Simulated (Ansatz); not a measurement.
## TaTl3: relaxing a made-up structure

This structure for TaTl3 is made up. Its elements were placed in a known structure type with a cell scaled to their sizes. What cell does the guess relax to, and how far off was it?

Main program and level: Ansatz 0.2.0; DFT, PBE, plane-wave PAW, files of the set soft_1, scalar-relativistic, no spin, cell and ions relaxed at zero pressure; PAW set soft_1, in the first sound run; inputs show where later runs differ.

### Step 1. The structure

It takes space group I4/mmm (No. 139, tetragonal). Conventional cell: a = 4.401 Å, b = 4.401 Å, c = 19.627 Å, α = 90.00°, β = 90.00°, γ = 90.00°. Nearest to Tl lie 4 Ta at 3.11 Å and 8 Tl at 3.29 to 3.30 Å. Nearest to Tl lie 8 Tl at 3.11 to 3.29 Å and 4 Ta at 3.37 Å. Tl has 8 Tl at 3.11 to 3.30 Å and 4 Ta at 3.22 Å nearest. Ta has 12 Tl at 3.11 to 3.37 Å nearest. Farther neighbours are not listed.

### Step 2. Relaxation of the guess

The guess takes its coordinates from another compound and its volume from a rule, so the cell and any free coordinates are relaxed together.

input.yaml reads:

```yaml
crystal:
  lattice:
    - [-2.2005, 2.2005, 9.8135]
    - [2.2005, -2.2005, 9.8135]
    - [2.2005, 2.2005, -9.8135]
  atoms:
    - { symbol: Tl, position: [0.3744, 0.3744, 0.0] }
    - { symbol: Tl, position: [0.6256, 0.6256, 0.0] }
    - { symbol: Tl, position: [0.25, 0.75, 0.5] }
    - { symbol: Tl, position: [0.75, 0.25, 0.5] }
    - { symbol: Tl, position: [0.5, 0.0, 0.5] }
    - { symbol: Tl, position: [0.0, 0.5, 0.5] }
    - { symbol: Ta, position: [0.1201, 0.1201, 0.0] }
    - { symbol: Ta, position: [0.8799, 0.8799, 0.0] }
kpoints:
  mp_grid: { grid: [9, 9, 9] }
scf:
  occupations: { method: fermi_dirac, width: 0.05 }
hamiltonian:
  xc: pbe
  pseudopotentials: { kind: paw, azcp: { folder: soft_1 } }
relax:
  f_tol: 0.015
  max_steps: 70
  cell: {}
output:
  forces: true
  stress: true
```

Launch:

```sh
$ ansatz run input.yaml --threads 4 --pin off --max-ram 10240MiB --backend cpu --events-out ev --progress --plain --runs-dir out
```

Numbers of over 12 decimals in the logs are rounded to 6 here.

The program printed:

```text
basis.fft_grid_basis auto: the FFT boxes are laid along the combinations [[1, 0, 1], [0, 1, 1], [0, 0, 1]] of the cell's own vectors, 4.401, 4.401 and 10.295 Å long. The dense box has 30×30×72 points. Along the cell's own vectors, as sized, it would have 72×72×72, 5.76 times as many. Of the 16 symmetry operations that the crystal satisfies within crystal.symmetry.tolerance (time reversal apart; of a slab, those that  [...]
Engine: ansatz 0.2.0, x86_64-unknown-linux-gnu
Pseudopotentials: kind: paw
Pseudopotential: Tl, paw, valence charge 13, recommended cutoff 420 eV (normal), soft_1/Tl.paw.azcp
Pseudopotential: Ta, paw, valence charge 13, recommended cutoff 420 eV (normal), soft_1/Ta.paw.azcp
Functional definition: PBE
  parameter kappa = 0.804
  parameter beta = 0.066725
  exchange = pbe_x(kappa = kappa, mu = beta*pi^2/3)
  correlation = pbe_c(beta = beta)
Crystal: 8 atoms, lattice volume = 190.076 Å³
Basis set: ecut = 420 eV, 3745 PW (Γ), FFT grids on a1+a3, a2+a3, a3, exchange–correlation on 60×60×144 points (8 copies of the dense FFT grid, shifted against one another)
Bands: 63, of which v1, the nominal top of the filled ones, is band 52 counted from 1 (51 counted from 0)
Symmetry: 16 space group operations
Space group: I4/mmm (ITA 139), of the structure as read, at distance tolerance 5.7e-5 Å
k-points: 75 of 729
Non-local potential: Tl, projectors of the file, l = 0: 2, l = 1: 2, l = 2: 2, l = 3: 1
Non-local potential: Ta, projectors of the file, l = 0: 3, l = 1: 2, l = 2: 2, l = 3: 1
PAW form: soft (Blöchl's): semilocal exchange-correlation on the pseudo side does not see the compensation charge
PAW one-centre angular grid: Tl, 590 points (default); XC on 64 Gauss nodes
PAW one-centre angular grid: Ta, 590 points (default); XC on 64 Gauss nodes
Initial density: superposition of atomic densities (chi_scale 0.1, normalization cell, long waves kept (reshape's long-wave potential 0.01 eV rms))
Initial wavefunctions: pseudopotential atomic-orbital guess
Functional: x = pbe(κ = 0.804, μ = 0.219515), c = pbe(β = 0.066725)
SCF iter   1: F=—  HF=-88539.238540 eV  |F-HF|=—  |Δ(HF+E_count)|=         —  Δρ=2.73e-2  dr2=2.24e0  ethr=3.10e-3  ⟨swp⟩=6.4  Hψ=17302  notcnv=0  defer=2
preconditioner: auto → Kerker (q_TF=auto, 2.467 Å⁻¹)  [metal: Δε(μ)=0.006 eV  Ē_g=10.329 eV  σ=0.050 eV  W_gap=0.03  n_scr=50 (ndim 8)  ℏωp=25.3 eV  f_vac=0.000  D(μ)=7.08/eV (n_scr^D=52)]
SCF iter   2: F=—  HF=-88538.732730 eV  |F-HF|=—  |Δ(HF+E_count)|=   5.06e-1  Δρ=1.59e-2  dr2=7.03e-1  ethr=2.15e-3  ⟨swp⟩=2.3  Hψ=6769  notcnv=0  defer=93
SCF iter   3: F=—  HF=-88538.570492 eV  |F-HF|=—  |Δ(HF+E_count)|=   1.62e-1  Δρ=4.23e-3  dr2=4.26e-2  ethr=6.76e-4  ⟨swp⟩=2.1  Hψ=8648  notcnv=0  defer=99
SCF iter   4: F=—  HF=-88538.563317 eV  |F-HF|=—  |Δ(HF+E_count)|=   7.17e-3  Δρ=6.84e-4  dr2=1.24e-3  ethr=4.10e-5  ⟨swp⟩=2.2  Hψ=6569  notcnv=0  defer=99
SCF iter   5: F=—  HF=-88538.563357 eV  |F-HF|=—  |Δ(HF+E_count)|=   4.00e-5  Δρ=1.67e-4  dr2=7.85e-5  ethr=1.19e-6  ⟨swp⟩=2.6  Hψ=7614  notcnv=0  defer=99
SCF iter   6: F=—  HF=-88538.563347 eV  |F-HF|=—  |Δ(HF+E_count)|=   9.85e-6  Δρ=5.02e-5  dr2=8.84e-6  ethr=7.55e-8  ⟨swp⟩=2.0  Hψ=7760  notcnv=0  defer=99
SCF iter   7: F=—  HF=-88538.563347 eV  |F-HF|=—  |Δ(HF+E_count)|=   1.10e-7  Δρ=1.29e-5  dr2=3.94e-7  ethr=8.50e-9  ⟨swp⟩=2.2  Hψ=6374  notcnv=0  defer=99
SCF iter   8: F=-88538.563347 eV  HF=-88538.563347 eV  |F-HF|=1.50e-8  |Δ(HF+E_count)|=   3.42e-8  Δρ=3.67e-6  dr2=4.32e-8  ethr=9.62e-11  ⟨swp⟩=4.0  Hψ=15506  notcnv=0
SCF 1 converged in 8 iterations: F = -88538.563347 eV  dr2 = 4.32e-8
  greatest PAW one-centre occupation: 0.999 electrons in one spin orbital (limit 2), on the Ta atom at site 7 (counted from 0), in its partial waves of l = 0
relax step   1: F+E_penalty+E_count = -88538.56334733 eV  Δ(F+E_penalty+E_count) = +0.000e0 eV  max|allowed force component| = 9.073e-2 eV/Å  Δτ_max = 0.0000 Å  P = +0.641 GPa  Ω = 190.076 Å³  (8 SCF iters, dr2 threshold 1.00e-7 eV, accepted)
Crystal: 8 atoms, lattice volume = 193.320 Å³
Basis set: ecut = 420 eV, 3777 PW (Γ), FFT grids on a1+a3, a2+a3, a3, exchange–correlation on 60×60×144 points (8 copies of the dense FFT grid, shifted against one another)
Initial density: handed on by an earlier stage of this run
Initial wavefunctions: those handed on with the density
iter 1 solved again at ethr=1.41e-5 eV; its pass at ethr=3.10e-3 eV (dr2=1.46e-2 eV) is discarded
SCF iter   1: F=—  HF=-88538.575768 eV  |F-HF|=—  |Δ(HF+E_count)|=         —  Δρ=1.74e-3  dr2=1.45e-2  ethr=1.41e-5  ⟨swp⟩=2.1  Hψ=22210  notcnv=0
preconditioner: auto → Kerker (q_TF=auto, 2.460 Å⁻¹)  [metal: Δε(μ)=0.003 eV  Ē_g=10.787 eV  σ=0.050 eV  W_gap=0.02  n_scr=50 (ndim 8)  ℏωp=25.1 eV  f_vac=0.000  D(μ)=6.56/eV (n_scr^D=50)]
SCF iter   2: F=—  HF=-88538.574267 eV  |F-HF|=—  |Δ(HF+E_count)|=   1.50e-3  Δρ=9.89e-4  dr2=6.00e-3  ethr=1.40e-5  ⟨swp⟩=1.0  Hψ=4726  notcnv=0
SCF iter   3: F=—  HF=-88538.573427 eV  |F-HF|=—  |Δ(HF+E_count)|=   8.40e-4  Δρ=1.74e-4  dr2=5.55e-4  ethr=5.77e-6  ⟨swp⟩=2.0  Hψ=5197  notcnv=0
SCF iter   4: F=—  HF=-88538.573355 eV  |F-HF|=—  |Δ(HF+E_count)|=   7.15e-5  Δρ=5.78e-5  dr2=3.65e-5  ethr=5.33e-7  ⟨swp⟩=2.0  Hψ=5227  notcnv=0
SCF iter   5: F=—  HF=-88538.573351 eV  |F-HF|=—  |Δ(HF+E_count)|=   4.32e-6  Δρ=1.47e-5  dr2=1.12e-6  ethr=3.51e-8  ⟨swp⟩=2.0  Hψ=5230  notcnv=0
SCF iter   6: F=-88538.573351 eV  HF=-88538.573351 eV  |F-HF|=2.12e-8  |Δ(HF+E_count)|=   1.13e-7  Δρ=4.05e-6  dr2=5.22e-8  ethr=7.69e-10  ⟨swp⟩=4.0  Hψ=13141  notcnv=0
SCF 2 converged in 6 iterations: F = -88538.573351 eV  dr2 = 5.22e-8
relax step   2: F+E_penalty+E_count = -88538.57335060 eV  Δ(F+E_penalty+E_count) = -1.000e-2 eV  max|allowed force component| = 1.034e-1 eV/Å  Δτ_max = 0.0342 Å  P = -0.434 GPa  Ω = 193.320 Å³  energy of the carried Pulay correction = -4.357e-4 eV  (6 SCF iters, dr2 threshold 8.00e-7 eV, accepted)
Crystal: 8 atoms, lattice volume = 192.527 Å³
iter 1 solved again at ethr=1.90e-5 eV; its pass at ethr=3.10e-3 eV (dr2=1.98e-2 eV) is discarded
SCF iter   1: F=—  HF=-88538.586530 eV  |F-HF|=—  |Δ(HF+E_count)|=         —  Δρ=1.66e-3  dr2=2.11e-2  ethr=1.90e-5  ⟨swp⟩=3.0  Hψ=20089  notcnv=0
preconditioner: auto → Kerker (q_TF=auto, 2.462 Å⁻¹)  [metal: Δε(μ)=0.005 eV  Ē_g=10.772 eV  σ=0.050 eV  W_gap=0.02  n_scr=50 (ndim 8)  ℏωp=25.1 eV  f_vac=0.000  D(μ)=6.87/eV (n_scr^D=50)]
SCF iter   2: F=—  HF=-88538.585100 eV  |F-HF|=—  |Δ(HF+E_count)|=   1.43e-3  Δρ=9.55e-4  dr2=1.04e-2  ethr=1.90e-5  ⟨swp⟩=1.0  Hψ=4725  notcnv=0
SCF iter   3: F=—  HF=-88538.583845 eV  |F-HF|=—  |Δ(HF+E_count)|=   1.26e-3  Δρ=1.83e-4  dr2=5.62e-4  ethr=9.99e-6  ⟨swp⟩=2.0  Hψ=5145  notcnv=0
SCF iter   4: F=—  HF=-88538.583746 eV  |F-HF|=—  |Δ(HF+E_count)|=   9.90e-5  Δρ=7.06e-5  dr2=2.79e-5  ethr=5.40e-7  ⟨swp⟩=2.0  Hψ=5159  notcnv=0
SCF iter   5: F=—  HF=-88538.583743 eV  |F-HF|=—  |Δ(HF+E_count)|=   3.04e-6  Δρ=2.24e-5  dr2=1.10e-6  ethr=2.68e-8  ⟨swp⟩=2.3  Hψ=6974  notcnv=0
SCF iter   6: F=-88538.583742 eV  HF=-88538.583742 eV  |F-HF|=5.42e-8  |Δ(HF+E_count)|=   1.86e-7  Δρ=5.64e-6  dr2=1.15e-7  ethr=7.69e-10  ⟨swp⟩=4.0  Hψ=13533  notcnv=0
SCF 3 converged in 6 iterations: F = -88538.583742 eV  dr2 = 1.15e-7
relax step   3: F+E_penalty+E_count = -88538.58374235 eV  Δ(F+E_penalty+E_count) = -1.039e-2 eV  max|allowed force component| = 7.290e-2 eV/Å  Δτ_max = 0.0453 Å  P = -0.034 GPa  Ω = 192.527 Å³  energy of the carried Pulay correction = -3.299e-4 eV  (6 SCF iters, dr2 threshold 8.00e-7 eV, accepted)
Crystal: 8 atoms, lattice volume = 192.710 Å³
Basis set: ecut = 420 eV, 3761 PW (Γ), FFT grids on a1+a3, a2+a3, a3, exchange–correlation on 60×60×144 points (8 copies of the dense FFT grid, shifted against one another)
iter 1 solved again at ethr=1.29e-4 eV; its pass at ethr=3.10e-3 eV (dr2=1.34e-1 eV) is discarded
SCF iter   1: F=—  HF=-88538.609846 eV  |F-HF|=—  |Δ(HF+E_count)|=         —  Δρ=4.27e-3  dr2=1.39e-1  ethr=1.29e-4  ⟨swp⟩=1.2  Hψ=20936  notcnv=0
preconditioner: auto → Kerker (q_TF=auto, 2.462 Å⁻¹)  [metal: Δε(μ)=0.014 eV  Ē_g=10.795 eV  σ=0.050 eV  W_gap=0.07  n_scr=50 (ndim 8)  ℏωp=25.1 eV  f_vac=0.000  D(μ)=6.72/eV (n_scr^D=50)]
SCF iter   2: F=—  HF=-88538.600539 eV  |F-HF|=—  |Δ(HF+E_count)|=   9.31e-3  Δρ=2.50e-3  dr2=7.01e-2  ethr=1.29e-4  ⟨swp⟩=1.0  Hψ=4725  notcnv=0
SCF iter   3: F=—  HF=-88538.591938 eV  |F-HF|=—  |Δ(HF+E_count)|=   8.60e-3  Δρ=5.06e-4  dr2=2.49e-3  ethr=6.74e-5  ⟨swp⟩=2.0  Hψ=5449  notcnv=0
SCF iter   4: F=—  HF=-88538.591565 eV  |F-HF|=—  |Δ(HF+E_count)|=   3.74e-4  Δρ=1.30e-4  dr2=6.90e-5  ethr=2.40e-6  ⟨swp⟩=2.0  Hψ=5282  notcnv=0
SCF iter   5: F=—  HF=-88538.591552 eV  |F-HF|=—  |Δ(HF+E_count)|=   1.30e-5  Δρ=3.71e-5  dr2=3.65e-6  ethr=6.64e-8  ⟨swp⟩=2.6  Hψ=8482  notcnv=0
SCF iter   6: F=—  HF=-88538.591551 eV  |F-HF|=—  |Δ(HF+E_count)|=   5.91e-7  Δρ=9.59e-6  dr2=4.41e-7  ethr=3.19e-10  ⟨swp⟩=4.0  Hψ=16205  notcnv=0
SCF iter   7: F=-88538.591551 eV  HF=-88538.591551 eV  |F-HF|=6.93e-9  |Δ(HF+E_count)|=   4.23e-8  Δρ=2.91e-6  dr2=2.73e-8  ethr=3.19e-10  ⟨swp⟩=3.9  Hψ=12829  notcnv=0
SCF 4 converged in 7 iterations: F = -88538.591551 eV  dr2 = 2.73e-8
relax step   4: F+E_penalty+E_count = -88538.59155088 eV  Δ(F+E_penalty+E_count) = -7.809e-3 eV  max|allowed force component| = 3.403e-2 eV/Å  Δτ_max = 0.1154 Å  P = +0.438 GPa  Ω = 192.710 Å³  energy of the carried Pulay correction = -3.543e-4 eV  (7 SCF iters, dr2 threshold 3.32e-7 eV, accepted)
Crystal: 8 atoms, lattice volume = 193.364 Å³
Basis set: ecut = 420 eV, 3801 PW (Γ), FFT grids on a1+a3, a2+a3, a3, exchange–correlation on 60×60×144 points (8 copies of the dense FFT grid, shifted against one another)
iter 1 solved again at ethr=8.67e-6 eV; its pass at ethr=3.10e-3 eV (dr2=9.02e-3 eV) is discarded
SCF iter   1: F=—  HF=-88538.594281 eV  |F-HF|=—  |Δ(HF+E_count)|=         —  Δρ=1.09e-3  dr2=9.46e-3  ethr=8.67e-6  ⟨swp⟩=2.8  Hψ=19093  notcnv=0
preconditioner: auto → Kerker (q_TF=auto, 2.460 Å⁻¹)  [metal: Δε(μ)=0.012 eV  Ē_g=10.782 eV  σ=0.050 eV  W_gap=0.06  n_scr=50 (ndim 8)  ℏωp=25.1 eV  f_vac=0.000  D(μ)=6.89/eV (n_scr^D=50)]
SCF iter   2: F=—  HF=-88538.593620 eV  |F-HF|=—  |Δ(HF+E_count)|=   6.61e-4  Δρ=6.21e-4  dr2=4.48e-3  ethr=8.67e-6  ⟨swp⟩=1.0  Hψ=4725  notcnv=0
SCF iter   3: F=—  HF=-88538.593067 eV  |F-HF|=—  |Δ(HF+E_count)|=   5.53e-4  Δρ=1.17e-4  dr2=2.31e-4  ethr=4.31e-6  ⟨swp⟩=2.0  Hψ=5189  notcnv=0
SCF iter   4: F=—  HF=-88538.593023 eV  |F-HF|=—  |Δ(HF+E_count)|=   4.37e-5  Δρ=3.70e-5  dr2=5.86e-6  ethr=2.22e-7  ⟨swp⟩=2.0  Hψ=5251  notcnv=0
iter 5 did not close the SCF: its close was put off for the readings that it lacked (scf_convergence_deferred on its scf_iter line)
SCF iter   5: F=-88538.593023 eV  HF=-88538.593023 eV  |F-HF|=1.22e-7  |Δ(HF+E_count)|=   7.17e-7  Δρ=1.08e-5  dr2=2.93e-7  ethr=5.64e-9  ⟨swp⟩=2.2  Hψ=7815  notcnv=0
SCF iter   6: F=-88538.593023 eV  HF=-88538.593023 eV  |F-HF|=1.50e-8  |Δ(HF+E_count)|=   4.46e-8  Δρ=2.57e-6  dr2=3.08e-8  ethr=2.82e-10  ⟨swp⟩=2.0  Hψ=15496  notcnv=0
SCF 5 converged in 6 iterations: F = -88538.593023 eV  dr2 = 3.08e-8
relax step   5: F+E_penalty+E_count = -88538.59302268 eV  Δ(F+E_penalty+E_count) = -1.472e-3 eV  max|allowed force component| = 1.108e-2 eV/Å  Δτ_max = 0.0268 Å  P = +0.055 GPa  Ω = 193.364 Å³  energy of the carried Pulay correction = -4.416e-4 eV  (6 SCF iters, dr2 threshold 4.89e-7 eV, accepted)
Crystal: 8 atoms, lattice volume = 193.733 Å³
iter 1 solved again at ethr=1.75e-6 eV; its pass at ethr=3.10e-3 eV (dr2=1.82e-3 eV) is discarded
SCF iter   1: F=—  HF=-88538.593539 eV  |F-HF|=—  |Δ(HF+E_count)|=         —  Δρ=5.35e-4  dr2=1.93e-3  ethr=1.75e-6  ⟨swp⟩=3.0  Hψ=19470  notcnv=0
preconditioner: auto → Kerker (q_TF=auto, 2.460 Å⁻¹)  [metal: Δε(μ)=0.008 eV  Ē_g=10.773 eV  σ=0.050 eV  W_gap=0.04  n_scr=50 (ndim 8)  ℏωp=25.0 eV  f_vac=0.000  D(μ)=6.88/eV (n_scr^D=50)]
SCF iter   2: F=—  HF=-88538.593398 eV  |F-HF|=—  |Δ(HF+E_count)|=   1.40e-4  Δρ=3.09e-4  dr2=9.66e-4  ethr=1.75e-6  ⟨swp⟩=1.0  Hψ=4728  notcnv=0
SCF iter   3: F=—  HF=-88538.593274 eV  |F-HF|=—  |Δ(HF+E_count)|=   1.24e-4  Δρ=6.05e-5  dr2=4.59e-5  ethr=9.29e-7  ⟨swp⟩=2.0  Hψ=5241  notcnv=0
SCF iter   4: F=—  HF=-88538.593262 eV  |F-HF|=—  |Δ(HF+E_count)|=   1.22e-5  Δρ=1.80e-5  dr2=1.22e-6  ethr=4.41e-8  ⟨swp⟩=2.0  Hψ=5267  notcnv=0
SCF iter   5: F=—  HF=-88538.593255 eV  |F-HF|=—  |Δ(HF+E_count)|=   6.71e-6  Δρ=5.71e-6  dr2=8.55e-8  ethr=1.17e-9  ⟨swp⟩=2.8  Hψ=8978  notcnv=0
SCF iter   6: F=-88538.593255 eV  HF=-88538.593255 eV  |F-HF|=5.40e-9  |Δ(HF+E_count)|=   1.14e-8  Δρ=1.45e-6  dr2=1.01e-8  ethr=1.07e-11  ⟨swp⟩=4.0  Hψ=14536  notcnv=0
SCF 6 converged in 6 iterations: F = -88538.593255 eV  dr2 = 1.01e-8
relax step   6: F+E_penalty+E_count = -88538.59325529 eV  Δ(F+E_penalty+E_count) = -2.326e-4 eV  max|allowed force component| = 3.529e-3 eV/Å  Δτ_max = 0.0141 Å  P = +0.009 GPa  Ω = 193.733 Å³  energy of the carried Pulay correction = -4.906e-4 eV  (6 SCF iters, dr2 threshold 1.12e-8 eV, accepted)
Initial wavefunctions: pseudopotential atomic-orbital guess (no wavefunctions were taken with the density)
iter 1 solved again at ethr=6.84e-8 eV; its pass at ethr=3.10e-3 eV (dr2=7.11e-5 eV) is discarded
SCF iter   1: F=—  HF=-88538.593782 eV  |F-HF|=—  |Δ(HF+E_count)|=         —  Δρ=5.35e-5  dr2=3.30e-7  ethr=6.84e-8  ⟨swp⟩=3.5  Hψ=30394  notcnv=0
preconditioner: auto → Kerker (q_TF=auto, 2.460 Å⁻¹)  [metal: Δε(μ)=0.007 eV  Ē_g=10.770 eV  σ=0.050 eV  W_gap=0.04  n_scr=50 (ndim 8)  ℏωp=25.0 eV  f_vac=0.000  D(μ)=6.89/eV (n_scr^D=50)]
SCF iter   2: F=—  HF=-88538.593785 eV  |F-HF|=—  |Δ(HF+E_count)|=   3.71e-6  Δρ=2.74e-5  dr2=8.73e-8  ethr=3.17e-10  ⟨swp⟩=2.3  Hψ=8371  notcnv=0
SCF iter   3: F=—  HF=-88538.593791 eV  |F-HF|=—  |Δ(HF+E_count)|=   5.33e-6  Δρ=1.53e-6  dr2=2.06e-9  ethr=8.40e-11  ⟨swp⟩=2.3  Hψ=8292  notcnv=0
SCF iter   4: F=—  HF=-88538.593791 eV  |F-HF|=—  |Δ(HF+E_count)|=   7.95e-9  Δρ=2.80e-7  dr2=4.75e-10  ethr=1.98e-12  ⟨swp⟩=2.5  Hψ=7405  notcnv=0
iter 5 did not close the SCF: its close was put off for the readings that it lacked (scf_convergence_deferred on its scf_iter line)
SCF iter   5: F=-88538.593791 eV  HF=-88538.593791 eV  |F-HF|=0.00e0  |Δ(HF+E_count)|=  1.46e-10  Δρ=6.74e-8  dr2=2.62e-11  ethr=1.00e-12  ⟨swp⟩=1.1  Hψ=4747  notcnv=0
SCF iter   6: F=-88538.593791 eV  HF=-88538.593791 eV  |F-HF|=0.00e0  |Δ(HF+E_count)|=    0.00e0  Δρ=1.91e-8  dr2=2.49e-12  ethr=1.00e-12  ⟨swp⟩=2.1  Hψ=13311  notcnv=0
SCF 7 converged in 6 iterations: F = -88538.593791 eV  dr2 = 2.49e-12
relax step   7: F+E_penalty+E_count = -88538.59379074 eV  Δ(F+E_penalty+E_count) = -5.354e-4 eV  max|allowed force component| = 3.554e-3 eV/Å  Δτ_max = 0.0000 Å  P = +0.010 GPa  Ω = 193.733 Å³  stress off target by 1.20e-2 GPa  SCF on the basis re-selected at this cell (its energy is not comparable with the rows above)  (6 SCF iters)
basis re-selected at this cell: Δ(F+E_penalty+E_count) = -5.354e-4 eV, ΔP = +0.001 GPa vs the last step (what re-selecting the basis moved, of the pressure what is left beyond the Pulay correction that the steps carried, after the strain that the cell walked since its last selection, with what the two solves' SCF thresholds leave and, on support functions, any second-order correction that the steps lacked; it is no m [...]
SCF converged after 6 iterations
Free energy (F): -88538.593791 eV
Harris-Foulkes:  -88538.593791 eV  (|F-HF|=0.00e0)
Internal energy: -88538.538377 eV  (E = F + TS)
E sigma→0 (E₀):  -88538.566084 eV
Entropy (-TS):   -0.055414 eV (-6.927 meV/atom)
Fermi energy:    13.466066 eV
--- Per-component energies (eV) ---
  E_band       = -107.504304
  E_kinetic    = 2387.300738
  E_local      = -5783.123929  (includes V_loc(G=0)·N_el)
  E_nonlocal   = 1863.967789
  E_hartree    = 2139.020660
  E_xc         = -1751.945519
  E_vxc        = -1201.049033  (∫ρ·V_xc dr)
  E_paw        = -77726.851959  (= ΣΔE_a)
  E_vpaw       = -1652.641102  (= ΣTr[D̂ρ^β])
  E_aug_tail   = -0.000072  (compensation charges beyond the density's cutoff)
  E_ewald      = -9666.906085
  E_smearing   = -0.055414  (= −TS)
  E_closure    = 0.000000  (closes the sum)
  Σ components = -88538.593791   (vs F -88538.593791, Δ=0.00e0)
--- Forces (eV/Å), atoms counted from 1 ---
  atom   1  Tl    -0.00000000     0.00000000     0.00355352
  atom   2  Tl     0.00000000    -0.00000000    -0.00355352
  atom   3  Tl     0.00000000     0.00000000     0.00000000
  atom   4  Tl     0.00000000    -0.00000000     0.00000000
  atom   5  Tl     0.00000000     0.00000000     0.00000000
  atom   6  Tl     0.00000000     0.00000000    -0.00000000
  atom   7  Ta     0.00000000    -0.00000000    -0.00210203
  atom   8  Ta     0.00000000    -0.00000000     0.00210203
  max |Σ_I F_I| component: 3.47e-18 eV/Å
--- Stress (GPa, compression-positive) ---
        0.012042       0.000000       0.000000
        0.000000       0.012042      -0.000000
        0.000000      -0.000000       0.004753
  P = ⅓ Tr σ = 0.0096 GPa (0.096 kbar)
--- Relaxed structure (6 steps of the walk, 6 accepted, 1 SCFs on fresh bases) ---
  F+E_penalty+E_count = -88538.59379074 eV   max|allowed force component| = 3.554e-3 eV/Å   (the final SCF, on the basis selected at the relaxed cell)
  cell:  # Å, volume = 193.7330 Å³
    - [-2.233165, 2.233165, 9.711848]
    - [2.233165, -2.233165, 9.711848]
    - [2.233165, 2.233165, -9.711848]
  atoms:
    - { symbol: Tl, position: [0.374821, 0.374821, 0] }
    - { symbol: Tl, position: [0.625179, 0.625179, 0] }
    - { symbol: Tl, position: [0.25, 0.75, 0.5] }
    - { symbol: Tl, position: [0.75, 0.25, 0.5] }
    - { symbol: Tl, position: [0.5, -3.756343186886141e-19, 0.5] }
    - { symbol: Tl, position: [-3.756343186886142e-19, 0.5, 0.5] }
    - { symbol: Ta, position: [0.110821, 0.110821, 0] }
    - { symbol: Ta, position: [0.889179, 0.889179, 0] }
```

It took 56 s on 4 threads of Intel Xeon at 2.60GHz (Ice Lake), shared host; peak memory 1.1 GiB.

Relaxation path:

```csv
step,energy less that of the first step (eV),largest force component (eV/Å),pressure (GPa),volume (Å³)
1,0.0000,0.0907,0.64,190.08
2,-0.0100,0.1034,-0.43,193.32
3,-0.0204,0.0729,-0.03,192.53
4,-0.0282,0.0340,0.44,192.71
5,-0.0297,0.0111,0.06,193.36
6,-0.0299,0.0035,0.01,193.73
7*,-0.0304,0.0036,0.01,193.73
```

Relaxation steps marked * repeat the geometry before them on a plane-wave basis chosen anew for their cell, so energy and pressure can jump there.

Forces are held to the 16 operations that the run works with; a distortion that breaks them can't arise in this run.

```csv
"conventional cell, symmetrised",before,after,change
a (Å),4.401,4.466,+1.5 %
b (Å),4.401,4.466,+1.5 %
c (Å),19.627,19.424,-1.0 %
volume (Å³/atom),23.76,24.22,+1.9 %
```

The atoms that moved most (Å, as changes of fractional coordinates times the final cell):

```csv
atom,dx,dy,dz,length
Ta7,0.000,0.000,-0.180,0.180
Ta8,0.000,0.000,0.180,0.180
Tl1,0.000,0.000,0.008,0.008
Tl2,0.000,0.000,-0.008,0.008
```

Numbers from this step:

```
free energy             : -88538.5938 eV
energy at zero smearing : -88538.5661 eV
smearing term TS        : 0.05541 eV
Fermi energy            : 13.47 eV
electrons               : 104
symmetry operations     : 16
pressure                : 0.009612 GPa
```

Shortest distances by pair of elements, guess and relaxed (not always the same contact):

```csv
pair,guess (Å),relaxed (Å)
Ta–Tl,3.114,3.102
Tl–Tl,3.112,3.158
Ta–Ta,4.401,4.305
```

The relaxation ends with a largest force component of 0.0036 eV/Å and a pressure of 0.01 GPa.

[end of part 1 of 2]

[Logs are printed without paths, hosts, clocks, repeated set-up lines and the standing remarks that a program may print on its own settings, such as how far it seeks lower states.]

[Hosts, paths, dates, database ids (printed as entryN), source tags and the programs' standing remarks are cut or masked in the printed files.]
